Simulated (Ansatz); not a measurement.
# Sn chain started as a strip of triangles: period, moment and channels by functional, part 4 of 4

Wanted: the relaxed geometry and the open channels of the Sn chain started as a strip of triangles, by several methods.

Ansatz 0.2.0; DFT PBE, plane waves, PAW; relaxation of a chain's period (the session's first sound run).

So far. Step 11 (Relaxation of atoms and period, cutoff 979.61 eV): The cell's length comes to 3.056 Å, -0.0 % against the first run, with no moment. That is +12 % against the start, more than a small adjustment. Step 12 (Relaxing the period): The cell's length comes to 3.057 Å, +0.0 % against the first run, with spin left out. That is +12 % against the start, more than a small adjustment.

## (14) Two-component spinors

This step: DFT PBE, plane waves, fully relativistic PAW; channels of a perfect chain with spin-orbit coupling (Ansatz 0.2.0).

Spin-orbit coupling mixes the spins and splits bands that cross or touch without it, so it can open or close channels. Fully relativistic datasets take the place of the scalar ones. The window is narrow, since spinor matrices are twice as large.

input.yaml reads:

```yaml
crystal:
  lattice:
    - [9.0, 0.0, 0.0]
    - [0.0, 7.5, 0.0]
    - [0.0, 0.0, 3.056542265]
  atoms:
    - { symbol: Sn, position: [0.354211815, 0.5, 0.0] }
    - { symbol: Sn, position: [0.645788185, 0.5, 0.5] }
kpoints:
  mp_grid: { grid: [1, 1, 27] }
  band_path: { path: ["Γ", Z], npoints: 60 }
scf:
  occupations: { method: fermi_dirac, width: 0.05 }
hamiltonian:
  xc: pbe
  pseudopotentials: { kind: paw_fr }
output:
  transmission:
    e_range: [-0.42, 0.42]
    de: 0.035
    kmesh: [1, 1]
    reduced_basis: false
    leads: [[0, 0]]
magnetization:
  noncollinear: true
  spin_orbit: true
```

On the command line:

```console
$ ansatz run input.yaml --threads 4 --pin off --max-ram 8192MiB --backend cpu --events-out ev --progress --plain --runs-dir out
```

Numbers of over 12 decimals in the logs are rounded to 6 here.

What it wrote:

```text
[...]
non-collinear run that drives no moment, with spin-orbit: no starting moment large enough to seed its density (crystal.atoms[].spin), no starting occupations that ask for one, no magnetisation constraint and no magnetic field, so the semilocal B_xc is pinned to zero
Crystal: 2 atoms, lattice volume = 206.317 Å³
Basis set: ecut = 420 eV, 4017 PW (Γ)
Bands: 36, of which v1, the nominal top of the filled ones, is band 28 counted from 1 (27 counted from 0)
Symmetry: 8 space group operations + 8 with time reversal
[...]
k-points: 14 of 27
Projection manifold: j_resolved (fully-relativistic pseudo-atomic orbitals)
[...]
SCF iter   1: F=—  HF=-12051.537134 eV  |F-HF|=—  |Δ(HF+E_count)|=         —  Δρ=9.10e-3  dr2=4.33e-1  dr2_m=0.00e0 (ungated)  ethr=1.54e-3  |M|=0.00e0 ∫|m|=0.00e0 μB  |m|>n=0.0e0 m-floor=0.0e0 τ_xc=0.0e0  β_m=1.00  ⟨swp⟩=1.1  Hψ=1831  notcnv=0
[...]
spin=Noncollinear: LDOS preconditioning applied to the charge; magnetization (m_x, m_y, m_z) channels mix plain (no charge-response kernel on spin).
SCF iter   2: F=—  HF=-12051.375907 eV  |F-HF|=—  |Δ(HF+E_count)|=   1.61e-1  Δρ=3.63e-3  dr2=2.51e-2  dr2_m=0.00e0 (ungated)  ethr=1.54e-3  |M|=0.00e0 ∫|m|=0.00e0 μB  |m|>n=0.0e0 m-floor=0.0e0 τ_xc=0.0e0  β_m=1.00  ⟨swp⟩=3.1  Hψ=418  notcnv=0  defer=2
[...]
SCF iter   7: F=-12051.390489 eV  HF=-12051.390489 eV  |F-HF|=1.22e-7  |Δ(HF+E_count)|=   6.58e-6  Δρ=5.34e-6  dr2=8.02e-8  dr2_m=0.00e0 (ungated)  ethr=3.57e-10  |M|=0.00e0 ∫|m|=0.00e0 μB  |m|>n=0.0e0 m-floor=0.0e0 τ_xc=0.0e0  ⟨swp⟩=7.1  Hψ=923  notcnv=0
SCF 1 converged in 7 iterations: F = -12051.390489 eV  dr2 = 8.02e-8
[...]
transmission: 4 of 4 steps passed
SCF converged after 7 iterations
Magnetization: |M| = 0.0000 μB,  M = (+0.0000, +0.0000, +0.0000) μB
Absolute magnetization: 0.0000 μB (∫|m|)
  site 0: m = (+0.0000, +0.0000, +0.0000) μB, |m| = 0.0000 μB  (R = 1.25 Å)
  site 1: m = (+0.0000, +0.0000, +0.0000) μB, |m| = 0.0000 μB  (R = 1.25 Å)
Free energy (F): -12051.390489 eV
[...]
Internal energy: -12051.376387 eV  (E = F + TS)
E sigma→0 (E₀):  -12051.383438 eV
Entropy (-TS):   -0.014102 eV (-7.051 meV/atom)
Fermi energy:    -0.215143 eV
[...]
--- Band table (eV; the first three rows and the last of 14) ---
  k-point 0: bands = [... 24 lower, -1.9169, -1.9169, -1.8409, -1.8409, 0.2911, 0.2911, 2.6500, 2.6500, ... 4 higher]
  k-point 1: bands = [... 24 lower, -1.8925, -1.8925, -1.8173, -1.8173, 0.3132, 0.3132, 2.6716, 2.6716, ... 4 higher]
  k-point 2: bands = [... 24 lower, -1.8196, -1.8196, -1.7468, -1.7468, 0.3792, 0.3792, 2.7363, 2.7363, ... 4 higher]
  k-point 13: bands = [... 24 lower, -2.4638, -2.4638, -1.9499, -1.9499, 1.5685, 1.5685, 1.8409, 1.8409, ... 4 higher]
--- Transmission ---
  basis      : 595 plane waves across, 4 finite elements along
  points     : 1, standing for a mesh of 1 x 1
[...]
crystal 0  : Sn2, at the sites [0, 0], period 3.0565 Å: whole cells are its period
[...]
filled         : 10.0 meV under the level at which it is neutral
    channels       : 8.000000e0 of both spins
[...]
```

Elapsed: 8.7 min, on 4 threads of Arm Neoverse V2, shared host; peak memory 4.5 GiB.

Numbers from this step:

```
energy at zero smearing                                    : -12051.3834 eV
conductance of the lead as this run defines it             : 3.671 G₀
channels at the energy nearest the Fermi level, both spins : 8
```

Table of open channels of the lead, both spins by energy, zero at the Fermi level:

energy (eV), open channels of the lead, both spins and a bar from the least value:
```
   -0.420       8.00 ##############################
   -0.385       4.00 
   -0.350       4.00 
   -0.315       4.00 
   -0.280       4.00 
   -0.245       4.00 
   -0.210       4.00 
   -0.175       4.00 
   -0.140       4.00 
   -0.105       4.00 
   -0.070       8.00 ##############################
   -0.035       8.00 ##############################
    0.000       8.00 ##############################
    0.035       8.00 ##############################
    0.070       4.00 
    0.105       4.00 
    0.140       4.00 
    0.175       4.00 
    0.210       4.00 
    0.245       4.00 
    0.280       4.00 
    0.315       4.00 
    0.350       4.00 
    0.385       4.00 
    0.420       4.00
```

The slowest values at each energy, most degenerate partners merged, listed up to 1.5 1/Å. Table of Im kz of the slowest decaying states by energy, zero at the Fermi level:

```csv
energy (eV),decay 1 (Å⁻¹),decay 2 (Å⁻¹),decay 3 (Å⁻¹),decay 4 (Å⁻¹)
-0.420,0.481,0.941,1.00,1.10
-0.385,0.00987,0.472,0.936,0.996
-0.350,0.0173,0.463,0.931,0.992
-0.315,0.0207,0.454,0.926,0.988
-0.280,0.0221,0.445,0.921,0.984
-0.245,0.0219,0.435,0.915,0.980
-0.210,0.0200,0.425,0.910,0.976
-0.175,0.0169,0.415,0.905,0.971
-0.140,0.0131,0.404,0.900,0.967
-0.105,0.00516,0.394,0.895,0.963
-0.070,0.382,0.889,0.958,1.06
-0.035,0.371,0.884,0.954,1.06
0.000,0.359,0.879,0.950,1.06
0.035,0.347,0.873,0.945,1.05
0.070,0.0240,0.334,0.868,0.941
0.105,0.0370,0.320,0.862,0.936
0.140,0.0459,0.306,0.857,0.932
0.175,0.0527,0.292,0.851,0.927
0.210,0.0583,0.276,0.846,0.923
0.245,0.0630,0.259,0.84,0.918
0.280,0.0669,0.242,0.834,0.914
0.315,0.0703,0.222,0.829,0.909
0.350,0.0731,0.201,0.823,0.904
0.385,0.0755,0.177,0.817,0.900
0.420,0.0776,0.150,0.811,0.895
```

Electronic bands along the path, in eV, zero at the Fermi level:

| point | band 25 | band 26 | band 27 | band 28 | band 29 | band 30 | band 31 | band 32 |
| --- | --- | --- | --- | --- | --- | --- | --- | --- |
| Γ | -1.70 | -1.70 | -1.63 | -1.63 | 0.51 | 0.51 | 2.87 | 2.87 |
| halfway | -0.65 | -0.65 | -0.58 | -0.58 | 0.83 | 0.83 | 1.49 | 1.49 |
| Z | -2.01 | -2.01 | -2.01 | -2.01 | 1.95 | 1.95 | 1.95 | 1.95 |

At the computed energy nearest the Fermi level there are 8 spinor channels, and the thermal average gives 3.67 G₀.

For the conductance of the lead as this run defines it, step 3 gave 3.82 G₀; this run, with PBE spin-orbit, gives 3.67 G₀ (-4 %).

## (15) The same system on other settings

This step: DFT PBE, plane waves, PAW; channels and complex bands of a perfect chain; changed: output.transmission.e_range = [1, -1], scf.max_iter = 80 (Ansatz 0.2.0).

The input of the run on the perfect lead (PBE) is made doubtful on purpose. The ELF is not written this time.

input.yaml, the sections that differ from step 14:

```yaml
scf:
  occupations: { method: fermi_dirac, width: 0.05 }
  max_iter: 80
hamiltonian:
  xc: pbe
output:
  transmission:
    e_range: [1, -1]
    de: 0.035
    kmesh: [1, 1]
    reduced_basis: true
    leads: [[0, 0]]
  dos: { projected: true, e_range: [-6, 4] }
  write_potential: true
  write_density: true
  volumetric_format: npy
# crystal, kpoints: as in step 14
# magnetization: removed
```

What it wrote:

```text
Error: invalid value for `output.transmission.e_range`: [1, -1] eV must be finite with min < max
```

Elapsed: 0.03 s, on 4 threads; peak memory 0.07 GiB.

The program refused the input before any cycle.

The program's message: “Error: invalid value for `output.transmission.e_range`: [1, -1] eV must be finite with min < max”

The change that led to it: output.transmission.e_range = [1, -1].

## (16) What came out

| Quantity | Value |
| --- | --- |
| cell length, PBE | 3.057 Å |
| cell length, LDA | 2.977 Å |
| cell length, RPBE | 3.089 Å |
| cell length, PBEsol | 3.009 Å |
| cell length, PBE, NC files | 3.056 Å |
| cell length, PBE, no spin | 3.057 Å |
| conductance, PBE | 3.82 G₀ |
| conductance, LDA | 3.94 G₀ |
| conductance, RPBE | 3.45 G₀ |
| conductance, PBEsol | 3.90 G₀ |
| conductance, with spin-orbit coupling | 3.67 G₀ |

Under PBE the cell's length is 3.06 Å, no moment survives, and it is a metal with 4 channels a spin next to the Fermi level, 3.82 G₀ at 300 K (3.45 to 3.94 over the functionals). The cell's length spans 3.8 % over the functionals, shortest under LDA and longest under RPBE. A perfect wire passes every open channel, so the conductance counts half a G₀ for each forward-moving state at the Fermi level, spin by spin; the value here is no such multiple, since a band edge lies within the thermal window. At the relaxed period it forms two rows 2.62 Å apart, with 3.04 Å between atoms of unlike rows and 3.06 Å along a row: a strip of triangles. Transport is coherent and elastic here: the atoms are frozen, so scattering by vibrations plays no part.

[Logs are printed without paths, hosts, clocks, repeated set-up lines and the standing remarks that a program may print on its own settings, such as how far it seeks lower states.]

[Hosts, paths, dates, database ids (printed as entryN), source tags and the programs' standing remarks are cut or masked in the printed files.]
